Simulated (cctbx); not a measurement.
## TmSi2Pt across an absorption edge

Space group Immm (no. 71), a = 4.2290 Å, b = 8.5470 Å, c = 15.7900 Å, α = 90.00°, β = 90.00°, γ = 90.00°.

```
atom  mult.    x       y       z  Ueq (Å²)
 Pt1      8  1/2  0.7689  0.8618    0.0119
 Tm1      4    0  0.7301       0    0.0192
 Tm2      4  1/2       0  0.7020    0.0152
 Si1      4    0       0  0.5777    0.0230
 Si2      4    0     1/2  0.5722    0.0573
 Si3      8  1/2  0.6595  0.7050    0.0539
```

The model was made for the exercise: a known structure type with other elements put in, its volume estimated, not relaxed; displacement parameters are assumed.

Calculated with cctbx: free-atom f′ and f″ from the Sasaki tables, no fine structure; amplitudes in electrons.

```csv
E (eV),F 1 1 4,F 1 1 2,F 0 2 4,F 1 0 3
10964,43.4,131.7,259.0,386.5
11314,45.7,132.9,244.7,375.1
11444,47.1,133.2,234.3,365.9
11504,48.3,133.2,224.4,356.8
11534,49.5,133.1,214.5,347.8
11549,50.6,132.9,204.8,338.7
11556,51.7,132.7,196.2,330.6
11560,52.7,132.6,186.9,322.0
11568,51.8,132.7,189.9,326.2
11572,50.5,133.0,200.4,336.1
11579,49.4,133.2,209.6,344.8
11594,48.2,133.5,219.5,354.2
11624,47.1,133.7,229.4,363.6
11714,45.7,134.3,242.1,375.8
11964,44.5,135.2,254.5,388.2
```

**Question.** Which edge is crossed, and why do the reflections move as they do?

The L3 edge of Pt. The edge is at 11564 eV. f′ of Pt falls from -12.1 e at 11444 eV to -18.7 e at 4 eV below it, and f″ steps from 3.87 to 10.19 e across it. Over that approach |F| changes by +12 % (1 1 4), -0 % (1 1 2), -20 % (0 2 4) and -12 % (1 0 3): a reflection falls where Pt scatters in phase with the total and rises where it scatters against it; it hardly moves where the Pt term is small or cancels by symmetry. Above the edge the larger f″ enters the imaginary part, where it can add to or cancel the other atoms' f″. The structure is centrosymmetric, so Friedel mates stay equal.

[Logs are printed without paths, hosts, clocks, repeated set-up lines and the standing remarks that a program may print on its own settings, such as how far it seeks lower states.]
